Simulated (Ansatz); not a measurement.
# Resistivity from frozen vibrations: Au(111) with 4 thermally displaced layers, 2x2

Aim: the resistivity of Au at 300 K from frozen thermal displacements between perfect leads. The measured value for the pure metal at this temperature is 2.271 µΩ cm (CRC Handbook of Chemistry and Physics, 84th ed., 2003, Electrical Resistivity of Pure Metals).

Main program and level: Ansatz 0.2.0; Ansatz plane-wave DFT, PBE, PAW files; ballistic transport by layer matching (Landauer), zero bias; PAW set soft_1.

Most raw output is cut from this account.

## 1. Starting point

The cell holds 40 atoms: 40 Au. Its edges and angles: a = 5.768 Å, b = 5.768 Å, c = 23.605 Å, α = 93.5°, β = 86.5°, γ = 120.0°. It derives from Au. Regions: lead, 24 atoms (24 Au); scattering region, 16 atoms (16 Au). The structure is stacked along c, and the current runs across the ab planes.

## 2. With 4 displaced layers

Each atom of 4 layers is moved at random, by amounts drawn from a normal law 0.0906 Å wide in each direction from the Debye model (165 K) at 300 K. The layers about the cell's end stay perfect and serve as the lead. Disorder leaves little or no symmetry, which makes such runs dear. Energies from -0.05 to 0.05 eV in steps of 0.05 eV are too few for the program's thermal sum, so it prints no conductance; for a metal the transmission near the Fermi level serves, at a fraction of the cost.

The input, input.yaml:

```yaml
crystal:
  lattice:
    - [5.7675164607, 0.0, 0.0]
    - [-2.8837582304, 4.9948157718, 0.0]
    - [1.4418791152, -0.8324692953, 23.5457873532]
  atoms:
    - { symbol: Au, position: [0.9916666667, 0.0083333333, 0.05] }
    - { symbol: Au, position: [0.9916666667, 0.5083333333, 0.05] }
    - { symbol: Au, position: [0.4916666667, 0.0083333333, 0.05] }
    - { symbol: Au, position: [0.4916666667, 0.5083333333, 0.05] }
    - { symbol: Au, position: [0.1416666667, 0.3583333333, 0.15] }
    - { symbol: Au, position: [0.1416666667, 0.8583333333, 0.15] }
    - { symbol: Au, position: [0.6416666667, 0.3583333333, 0.15] }
    - { symbol: Au, position: [0.6416666667, 0.8583333333, 0.15] }
[... 28 atom lines left out ...]
    - { symbol: Au, position: [0.8416666667, 0.1583333333, 0.95] }
    - { symbol: Au, position: [0.8416666667, 0.6583333333, 0.95] }
    - { symbol: Au, position: [0.3416666667, 0.1583333333, 0.95] }
    - { symbol: Au, position: [0.3416666667, 0.6583333333, 0.95] }
kpoints:
  mp_grid: { grid: [5, 5, 1] }
hamiltonian:
  xc: pbe
  pseudopotentials: { kind: paw, azcp: { folder: soft_1 } }
scf:
  occupations: { method: fermi_dirac, width: 0.1 }
output:
  transmission:
    leads: [[0, 4]]
    kmesh: [10, 10]
    e_range: [-0.05, 0.05]
    de: 0.05
  write_potential: true
  write_density: true
  volumetric_format: npy
  elf: true
```

Started as:

```sh
> ansatz run input.yaml --threads 8 --pin off --max-ram 15360MiB --backend cpu --events-out ev --progress --plain --runs-dir out
```

Run time: 11 min. Hardware: 8 threads of Arm Neoverse N1, shared host; peak memory 10 GiB.

This step gave:

| Property | Result |
| --- | --- |
| free energy | -526046.1187 eV |
| energy at zero smearing | -526045.8793 eV |
| Fermi energy | 20.73 eV |
| cell area | 28.81 Å² |
| transmission per spin nearest the Fermi level | 3.122 |
| open channels per spin nearest the Fermi level | 3.21 |
| step of the lead's potential | 6.2 meV |

Per spin. Transmission, zone mean against energy, zero at the Fermi level:

| energy (eV) | transmission, zone mean |
| --- | --- |
| -0.0500 | 3.12 |
| 0.0000 | 3.12 |
| 0.0500 | 3.12 |

Per spin. The open channels, zone mean, lead stays at 3.21 for energy from -0.05 to 0.05 eV.

Transmission over k1 and k2. At 0.0000 eV from the Fermi level.

Ten even steps from '0' (2.84) to '9' (3.80):
```
1911191111
1191191111
1118181111
1111101111
8875010578
1111101111
1111181811
1111191191
1111191119
9111191111
```
Columns: k1 (b1) from -0.5 to 0.4; rows upwards: k2 (b2) from -0.5 to 0.4.

Open channels over k1 and k2. At 0.0000 eV from the Fermi level.

Ten even steps from '_' (3.00) to '@' (4.00):
```
__@@______@@________
____@@____@@________
______@@__@@________
____________________
@@@@@@@@______@@@@@@
____________________
__________@@__@@____
__________@@____@@__
__________@@______@@
@@________@@________
```
Columns: k1 (b1) from -0.5 to 0.4; rows upwards: k2 (b2) from -0.5 to 0.4.

Valence density in the ca plane at fractional y = 0.208, with atoms of Au within 0.2 Å of it. It is the smooth field of the valence electrons, not physical close to the nuclei.

Values in units of 1e0 e/Å³, 8 rows by 16 columns, each cell a mean:
```
0.4 1.3 2.8 0.3 1.4 0.7 0.5 0.4 0.4 0.7 0.3 3.8 1.9 0.3 0.3 0.2
0.2 3.8 9.7 0.6 0.2 0.2 0.2 0.2 2.1 6.7 0.6 0.8 0.5 0.2 0.2 0.3
0.5 1.2 3.4 0.3 0.3 0.2 0.2 0.2 2.0 7.3 0.7 0.3 0.2 0.2 0.3 0.8
1.0 0.2 0.3 0.2 1.0 0.4 0.4 0.4 0.3 0.8 0.3 2.4 1.3 0.2 0.3 0.4
0.4 1.3 2.7 0.3 0.7 0.3 0.3 0.4 0.2 0.4 0.3 3.8 2.2 0.3 0.3 0.2
0.2 3.9 9.8 0.6 0.2 0.1 0.2 0.3 1.6 5.3 0.5 0.6 0.5 0.2 0.2 0.3
0.5 1.2 3.4 0.4 0.6 0.3 0.2 0.2 2.2 8.5 0.8 0.3 0.2 0.2 0.3 0.8
1.0 0.2 0.3 0.3 2.8 1.0 0.4 0.3 0.4 1.4 0.4 1.9 0.8 0.2 0.3 0.4
```
Columns run along c (16.0 Å, from fractional 0.16 to 0.84 of the cell), rows up along a (5.8 Å). Atoms in or near the plane, at fractional coordinates: Au at (0.25, 0.29), Au at (0.25, 0.79), Au at (0.55, 0.23), Au at (0.55, 0.75).

ELF in the ca plane at fractional y = 0.208, with atoms of Au within 0.2 Å of it. It is the smooth field of the valence electrons, not physical close to the nuclei.

Ten even steps from '0' (0.12) to '9' (0.77), each cell a mean:
```
21112443112455421233210111111246654111111000
11125665311233211122111234321135553111111000
11135896411111100111111456542123432101111001
11135786421000000011112469752111111001111113
21124555311111000001111467752111110001111124
42111232111222100111111245541112221001111124
43101111001343210122110122211134543111111013
32111221111344210122210001100145654211111001
21124554211233210112110111110135654211111000
11135776411111100011111244421124443111111000
11135896421111000011111466642111221001111012
11125676411111000001112469753111100001111113
32113444211233210001011467652111110001111124
43111111112455321111101245531123331001111114
43111111012455421222100112211135553111111012
```
Columns run along c (16.0 Å, from fractional 0.16 to 0.84 of the cell), rows up along a (5.8 Å). Atoms in or near the plane, at fractional coordinates: Au at (0.25, 0.29), Au at (0.25, 0.79), Au at (0.55, 0.23), Au at (0.55, 0.75).

Electrostatic potential energy in the ca plane at fractional y = 0.208, with atoms of Au within 0.2 Å of it. With pseudopotentials it is smooth inside the atoms' cores, unlike the true potential.

Values in eV, 8 rows by 16 columns, each cell a mean:
```
 19   7  -5  19   2  13  16  18  19  13  19 -15   0  21  21  23
 22  -8 -25  15  21  23  22  21   1 -21  15  11  16  22  21  20
 16   8  -9  19  20  23  22  22   2 -23  14  20  22  22  20  11
  8  21  19  21   5  18  19  18  20  12  20  -5   7  21  21  17
 18   7  -5  19  11  19  19  18  21  18  20 -14  -2  21  21  23
 22  -8 -25  15  22  23  22  21   5 -17  16  14  17  22  21  20
 16   8  -9  18  14  20  22  22   0 -25  12  21  22  22  20  11
  8  21  19  20 -11   8  18  20  18   4  18  -1  11  22  21  17
```
Columns run along c (16.0 Å, from fractional 0.16 to 0.84 of the cell; values clipped at the 3rd and 97th percentile), rows up along a (5.8 Å). Atoms in or near the plane, at fractional coordinates: Au at (0.25, 0.29), Au at (0.25, 0.79), Au at (0.55, 0.23), Au at (0.55, 0.75).

Over the solved energies the transmission per spin lies between 3.12 and 3.12, out of 3.21 channels of the lead on average (up to 3.21).

## 3. With 8 displaced layers

Each atom of 8 layers is moved at random, by amounts drawn from a normal law 0.0906 Å wide in each direction from the Debye model (165 K) at 300 K. A fresh draw is used; the growth of the resistance with length is what counts.

System of this step: Au(111) with 8 thermally displaced layers, 2x2. The cell holds 56 atoms: 56 Au. Cell: a = 5.768 Å, b = 5.768 Å, c = 33.006 Å, α = 87.5°, β = 92.5°, γ = 120.0°. It derives from Au. Regions: lead, 24 atoms (24 Au); scattering region, 32 atoms (32 Au). The structure is stacked along c, and the current runs across the ab planes.

The input, input.yaml:

```yaml
crystal:
  lattice:
    - [5.7675164607, 0.0, 0.0]
    - [-2.8837582304, 4.9948157718, 0.0]
    - [-1.4418791152, 0.8324692953, 32.9641022945]
  atoms:
    - { symbol: Au, position: [0.005952381, 0.994047619, 0.0357142857] }
    - { symbol: Au, position: [0.005952381, 0.494047619, 0.0357142857] }
    - { symbol: Au, position: [0.505952381, 0.994047619, 0.0357142857] }
    - { symbol: Au, position: [0.505952381, 0.494047619, 0.0357142857] }
    - { symbol: Au, position: [0.1845238095, 0.3154761905, 0.1071428571] }
    - { symbol: Au, position: [0.1845238095, 0.8154761905, 0.1071428571] }
    - { symbol: Au, position: [0.6845238095, 0.3154761905, 0.1071428571] }
    - { symbol: Au, position: [0.6845238095, 0.8154761905, 0.1071428571] }
[... 44 atom lines left out ...]
    - { symbol: Au, position: [0.3273809524, 0.1726190476, 0.9642857143] }
    - { symbol: Au, position: [0.3273809524, 0.6726190476, 0.9642857143] }
    - { symbol: Au, position: [0.8273809524, 0.1726190476, 0.9642857143] }
    - { symbol: Au, position: [0.8273809524, 0.6726190476, 0.9642857143] }
kpoints:
  mp_grid: { grid: [5, 5, 1] }
hamiltonian:
  xc: pbe
  pseudopotentials: { kind: paw, azcp: { folder: soft_1 } }
scf:
  occupations: { method: fermi_dirac, width: 0.1 }
output:
  transmission:
    leads: [[0, 4]]
    kmesh: [10, 10]
    e_range: [-0.05, 0.05]
    de: 0.05
  write_potential: true
  write_density: true
  volumetric_format: npy
```

Elapsed: 21 min, on 8 threads; peak memory 8.1 GiB; 2.3 h of CPU time.

Numbers from this step:

| Quantity | Value |
| --- | --- |
| free energy | -736463.3798 eV |
| energy at zero smearing | -736463.0492 eV |
| transmission per spin nearest the Fermi level | 3.017 |
| step of the lead's potential | 5.3 meV |

Per spin. Table of transmission, zone mean by energy, zero at the Fermi level:

| energy (eV) | transmission, zone mean |
| --- | --- |
| -0.0500 | 3.01 |
| 0.0000 | 3.02 |
| 0.0500 | 3.03 |

Over the solved energies the transmission per spin lies between 3.01 and 3.03, out of 3.21 channels of the lead on average (up to 3.21).

## 4. With 12 displaced layers

Each atom of 12 layers is moved at random, by amounts drawn from a normal law 0.0906 Å wide in each direction from the Debye model (165 K) at 300 K. A fresh draw is used; the growth of the resistance with length is what counts.

System of this step: Au(111) with 12 thermally displaced layers, 2x2. The cell holds 72 atoms: 72 Au. Cell: a = 5.768 Å, b = 5.768 Å, c = 42.382 Å, α = 90.0°, β = 90.0°, γ = 120.0°. It derives from Au. Regions: lead, 24 atoms (24 Au); scattering region, 48 atoms (48 Au). The structure is stacked along c, and the current runs across the ab planes.

The input, input.yaml:

```yaml
crystal:
  lattice:
    - [5.7675164607, 0.0, 0.0]
    - [-2.8837582304, 4.9948157718, 0.0]
    - [0.0, 0.0, 42.3824172358]
  atoms:
    - { symbol: Au, position: [0.0, 0.0, 0.0277777778] }
    - { symbol: Au, position: [0.0, 0.5, 0.0277777778] }
    - { symbol: Au, position: [0.5, 0.0, 0.0277777778] }
    - { symbol: Au, position: [0.5, 0.5, 0.0277777778] }
    - { symbol: Au, position: [0.1666666667, 0.3333333333, 0.0833333333] }
    - { symbol: Au, position: [0.1666666667, 0.8333333333, 0.0833333333] }
    - { symbol: Au, position: [0.6666666667, 0.3333333333, 0.0833333333] }
    - { symbol: Au, position: [0.6666666667, 0.8333333333, 0.0833333333] }
[... 60 atom lines left out ...]
    - { symbol: Au, position: [0.3333333333, 0.1666666667, 0.9722222222] }
    - { symbol: Au, position: [0.3333333333, 0.6666666667, 0.9722222222] }
    - { symbol: Au, position: [0.8333333333, 0.1666666667, 0.9722222222] }
    - { symbol: Au, position: [0.8333333333, 0.6666666667, 0.9722222222] }
kpoints:
  mp_grid: { grid: [5, 5, 1] }
hamiltonian:
  xc: pbe
  pseudopotentials: { kind: paw, azcp: { folder: soft_1 } }
scf:
  occupations: { method: fermi_dirac, width: 0.1 }
output:
  transmission:
    leads: [[0, 4]]
    kmesh: [10, 10]
    e_range: [-0.05, 0.05]
    de: 0.05
  write_potential: true
  write_density: true
  volumetric_format: npy
```

Elapsed: 33 min, on 8 threads; peak memory 9.8 GiB; 4 h of CPU time.

Numbers from this step:

* free energy: -946880.0924 eV
* energy at zero smearing: -946879.6988 eV
* Fermi energy: 20.71 eV
* transmission per spin nearest the Fermi level: 2.881
* step of the lead's potential: 7.7 meV

Per spin. Table of transmission, zone mean by energy, zero at the Fermi level:

| energy (eV) | transmission, zone mean |
| --- | --- |
| -0.0500 | 2.84 |
| 0.0000 | 2.88 |
| 0.0500 | 2.87 |

Over the solved energies the transmission per spin lies between 2.84 and 2.88, out of 3.21 channels of the lead on average (up to 3.21).

## 5. The fit

This step: Ansatz plane-wave DFT, PBE, PAW files; ballistic transport by layer matching (Landauer), zero bias; resistivity from the slope of the area resistance; PAW set soft_1 (Ansatz 0.2.0).

This step gave:

| Item | Value |
| --- | --- |
| resistivity | 5.617 µΩ cm |
| intercept | -0.02395 fΩ m² |
| scatter about the fit | 0.005746 fΩ m² |

Resistance, by row:

| run | length (Å) | T | channels N | RA (fΩ m²) |
| --- | --- | --- | --- | --- |
| n4 | 9.418 | 3.121 | 3.21 | 0.03301 |
| n8 | 18.84 | 3.018 | 3.21 | 0.07372 |
| n12 | 28.25 | 2.866 | 3.21 | 0.1388 |

Area resistance against length of the displaced region:

| length of the displaced region (Å) | area resistance (fΩ m²) |
| --- | --- |
| 9.42 | 0.0330 |
| 18.84 | 0.0737 |
| 28.25 | 0.139 |

The area resistance goes from 0.033 to 0.14 fΩ m² between 9.4 and 28.3 Å, a slope of 5.6 µΩ cm.

By hand from the end points: (0.1388 − 0.03301) fΩ m² / (28.25 − 9.42) Å = 5.6 µΩ cm, since 1 fΩ m² per Å is 1000 µΩ cm.

## 6. What came out

```
resistivity from the slope  : 5.62 µΩ cm
area resistance over 9.42 Å : 0.0330 fΩ m²
area resistance over 18.8 Å : 0.0737 fΩ m²
area resistance over 28.3 Å : 0.139 fΩ m²
```

**Reading.** The slope gives 5.6 µΩ cm. The points scatter by 0.0057 fΩ m² about the line, with one random draw a length in a 2x2 cell, so the slope is a rough value. The mean square of the displacements drawn is 0.78, 0.91 and 1.0 of the nominal one at the three lengths; with each resistance scaled back by that, the slope is 4.9 µΩ cm, the value used below. Read with a model of isotropic scattering on a spherical Fermi surface and the lead's 0.86×10¹⁵ S/m², this slope means a mean free path near 207 Å; over these lengths the model's slope is 1.18 times its bulk resistivity, which would be 4.2 µΩ cm. Uncorrelated displacements put too much weight on short waves, which scatter strongly; with the sideways repeat of a small cell, one draw and three short lengths, the method is good to a factor of two or three. The measured value is 2.271 µΩ cm (CRC Handbook of Chemistry and Physics, 84th ed., 2003, Electrical Resistivity of Pure Metals); the scaled slope is 2.2 times that and the corrected value 1.8: clearly high. Spin-orbit coupling is left out, which matters for Au.

[Logs are printed without paths, hosts, clocks, repeated set-up lines and the standing remarks that a program may print on its own settings, such as how far it seeks lower states.]

[Hosts, paths, dates, database ids (printed as entryN), source tags and the programs' standing remarks are cut or masked in the printed files.]
